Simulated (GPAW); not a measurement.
# STM contrast on C/Pt(111), part 2 of 2

Aim: Tersoff-Hamann images of C/Pt(111) at several biases.

GPAW 26.7.0; GPAW, PAW setups; slab in vacuum, relaxation (the session's first sound run).

So far. Step 2 (Relaxation): The relaxation lowered the energy of the cell by 0.320 eV (energies extrapolated to zero smearing; the optimiser's log prints free energies). The largest force left on a free atom is 0.0069 eV/Å.

## Step 3: The slab's potential (continued)

Local density of states summed over the bias window over a1 and a2. Sample bias -1 V, constant height 4.0 Å over the top atom.

Values in units of 1e-6 arbitrary, 15 rows by 15 columns:
```
1.3 1.3 1.3 1.4 1.4 1.4 1.5 1.5 1.5 1.5 1.5 1.4 1.4 1.4 1.3
1.3 1.3 1.3 1.4 1.4 1.4 1.4 1.4 1.5 1.5 1.4 1.4 1.4 1.4 1.4
1.4 1.4 1.4 1.4 1.4 1.4 1.4 1.4 1.4 1.4 1.4 1.4 1.4 1.4 1.4
1.5 1.5 1.5 1.5 1.5 1.4 1.4 1.4 1.4 1.4 1.4 1.4 1.4 1.4 1.4
1.5 1.5 1.5 1.5 1.5 1.5 1.5 1.4 1.4 1.4 1.5 1.4 1.4 1.4 1.5
1.5 1.6 1.6 1.6 1.6 1.6 1.5 1.5 1.5 1.4 1.4 1.4 1.4 1.5 1.5
1.6 1.6 1.7 1.7 1.7 1.7 1.6 1.6 1.5 1.5 1.4 1.4 1.4 1.5 1.5
1.6 1.7 1.7 1.8 1.8 1.8 1.7 1.7 1.6 1.5 1.4 1.4 1.4 1.4 1.5
1.5 1.6 1.7 1.8 1.9 1.9 1.8 1.7 1.6 1.5 1.5 1.4 1.4 1.4 1.5
1.5 1.6 1.7 1.8 1.9 1.9 1.9 1.8 1.7 1.6 1.5 1.4 1.4 1.4 1.4
1.5 1.5 1.6 1.7 1.8 1.9 1.9 1.8 1.7 1.6 1.5 1.5 1.4 1.4 1.4
1.4 1.5 1.5 1.6 1.7 1.8 1.8 1.8 1.7 1.6 1.5 1.5 1.4 1.4 1.4
1.3 1.4 1.5 1.5 1.6 1.7 1.7 1.7 1.7 1.6 1.5 1.5 1.4 1.3 1.3
1.3 1.3 1.4 1.5 1.5 1.6 1.6 1.7 1.6 1.6 1.5 1.5 1.4 1.3 1.3
1.3 1.3 1.3 1.4 1.5 1.5 1.5 1.6 1.6 1.5 1.5 1.5 1.4 1.3 1.3
```
Columns: a1 from 0 to 0.933; rows upwards: a2 from 0 to 0.933.

Tip height over the top atom over a1 and a2. Sample bias 1.5 V, constant current at the mean current 4.0 Å over the top atom.

Ten even steps from '_' (3.988 Å) to '@' (4.025 Å):
```
____....::::::::::::::::::....
..__....::::::::::::::::::::..
..____..::::::::::::::::::::::
..........::::::--------::::::
::::::::::::::::::------::::::
::--======--::::::::----::::::
--==++++++++==--::::::--::::::
--==++######++==--::::::::::::
::==++##@@@@##++==::::::::::::
::--++##@@@@@@##++--::::::::::
..::==++##@@@@##++==::..::::::
....::==++######++==::........
..__..::==++++++++==::..__....
______..::--======--::..______
____......::::----::::......__
```
Columns: a1 from 0 to 0.933; rows upwards: a2 from 0 to 0.933.

Local density of states summed over the bias window over a1 and a2. Sample bias 1.5 V, constant height 4.0 Å over the top atom.

Ten even steps from '_' (0.95 × 1e-5 arbitrary) to '@' (1.05 × 1e-5 arbitrary):
```
____......::::::::::::::......
______..::::::::::::::::::::..
..____....::::::::::::::::::..
..........::::::::::::::::::::
::::::::::::::::::::::::::::::
::----------::::::::::::::::::
----==++++==----::::::::::::::
--==++**##**++==--::::::::::::
::--++##%%%%##++--::::::::::::
::--==**%%@@%%**==--::::::::::
..::--++##%%%%##++--::....::..
....::--++**##**++--::........
____..::--==++++==--::..____..
______..::----==----::..______
______....::::----::::....____
```
Columns: a1 from 0 to 0.933; rows upwards: a2 from 0 to 0.933.

Force by atom:

| atom | x (eV/Å) | y (eV/Å) | z (eV/Å) | size |
| --- | --- | --- | --- | --- |
| Pt1 | 0.000 | 0.000 | -0.554 | 0.554 |
| Pt2 | 0.000 | 0.000 | 0.561 | 0.561 |
| Pt3 | 0.000 | 0.000 | -0.008 | 0.008 |
| Pt4 | 0.000 | 0.000 | 0.002 | 0.002 |
| C5 | 0.000 | 0.000 | -0.010 | 0.010 |

The potential is flat to 7.7e-5 eV/Å where it is read, so the vacuum is wide enough.

## Step 4: A changed run

One more run, with changed settings.

run.py reads:

```python
import json
import numpy as np
from ase import Atoms
from gpaw import GPAW, PW

slab = Atoms(
    ['Pt', 'Pt', 'Pt', 'Pt', 'C'],
    positions=[
        [0.00000, 0.00000, 9.00000],
        [1.38593, 0.80017, 11.26321],
        [2.77186, 1.60033, 13.61605],
        [0.00000, 0.00000, 16.08033],
        [1.38593, 0.80017, 17.22920]],
    cell=[[2.77186, 0.0, 0.0], [1.38593, 2.4005, 0.0], [0.0, 0.0, 26.18008]],
    pbc=[True, True, False])

slab.calc = GPAW(mode=PW(500), xc='PBE', kpts={'size': (1, 1, 1), 'gamma': True},
                 occupations={'name': 'fermi-dirac', 'width': 0.1}, nbands='160%',
                 convergence={'density': 1e-05}, maxiter=50,
                 poissonsolver={'dipolelayer': 'xy'},
                 symmetry={'tolerance': 1e-3}, txt='slab.txt')
result = {}
energy = slab.get_potential_energy()
fermi = slab.calc.get_fermi_level()
v = slab.calc.get_electrostatic_potential().mean((0, 1)) - fermi
n = slab.calc.get_pseudo_density().mean((0, 1))
L = slab.cell[2, 2]
z = np.arange(len(v)) * L / len(v)
low, high = slab.positions[:, 2].min(), slab.positions[:, 2].max()
below, above = np.interp([low - 6.8, high + 6.8], z, v)
slopes = [np.interp(x, z, np.gradient(v, z)) for x in (low - 6.8, high + 6.8)]
eps = np.array([[slab.calc.get_eigenvalues(k, s) for k in range(len(slab.calc.get_ibz_k_points()))]
                for s in range(slab.calc.get_number_of_spins())]) - fermi
top, bottom = eps[eps < 0].max(), eps[eps > 0].min()
dipole = slab.get_dipole_moment()[2]
print(f'energy {energy:.4f} eV, Fermi level {fermi:.4f} eV, dipole {dipole:.5f} e A')
print(f'potential 6.8 A off the faces, from the Fermi level: lower {below:.4f} eV, upper {above:.4f} eV')
print(f'slope of the potential there: lower {slopes[0]:.5f}, upper {slopes[1]:.5f} eV/A')
print(f'nearest levels on the mesh: {top:.4f} and {bottom:.4f} eV')
print('magnetic moment', round(slab.get_magnetic_moment(), 3))
result.update(energy=energy, fermi=fermi, dipole=dipole, below=below, above=above, slopes=slopes, edges=[top, bottom],
              z=z.tolist(), v=v.tolist(), n=n.tolist(), positions=slab.positions.tolist(),
              forces=slab.get_forces(apply_constraint=False).tolist(), moments=slab.get_magnetic_moments().tolist())
json.dump(result, open('result.json', 'w'))
```

Command:

```console
> OMP_NUM_THREADS=1 OPENBLAS_NUM_THREADS=1 python run.py
```

What it wrote:

```text
gpaw.KohnShamConvergenceError
```

The job ended after 24 s (1 thread of Arm Neoverse V1, shared host; peak memory 0.18 GiB).

The run stopped without converging, so none of its numbers is a property of the system.

The fault put into the input: one k-point, under a cap of 50 iterations, which ended the run (kpts = [1, 1]).

## Step 5: Results

```json
{
  "work function, upper and lower face": "6.187 and 5.701 eV",
  "dipole along the normal": "-0.0178 e Å",
  "corrugation at -2 V": "0.115 Å",
  "corrugation at -1 V": "0.109 Å",
  "corrugation at 1.5 V": "0.0372 Å"
}
```

The corrugation at constant current is largest at -2 V, where the tip height varies by 0.11 Å over the cell. Negative sample bias images filled states, positive bias empty ones. The two faces differ by 0.49 eV, the step that the slab's dipole makes (e p/(ε0 A) gives 0.48 eV), so the dipole layer is needed. The images are of Tersoff-Hamann type: an s-wave tip, no tip-sample forces, heights closer than in a microscope. The cell of 6.65 Å² holds one C, started on one chosen site; other sites and coverages weren't tried. The in-plane lattice was kept as typed, which isn't the functional's own and leaves some strain; spin-orbit coupling and temperature are left out.

[Logs are printed without paths, hosts, clocks, repeated set-up lines and the standing remarks that a program may print on its own settings, such as how far it seeks lower states.]

[Hosts, paths, dates, database ids (printed as entryN), source tags and the programs' standing remarks are cut or masked in the printed files.]
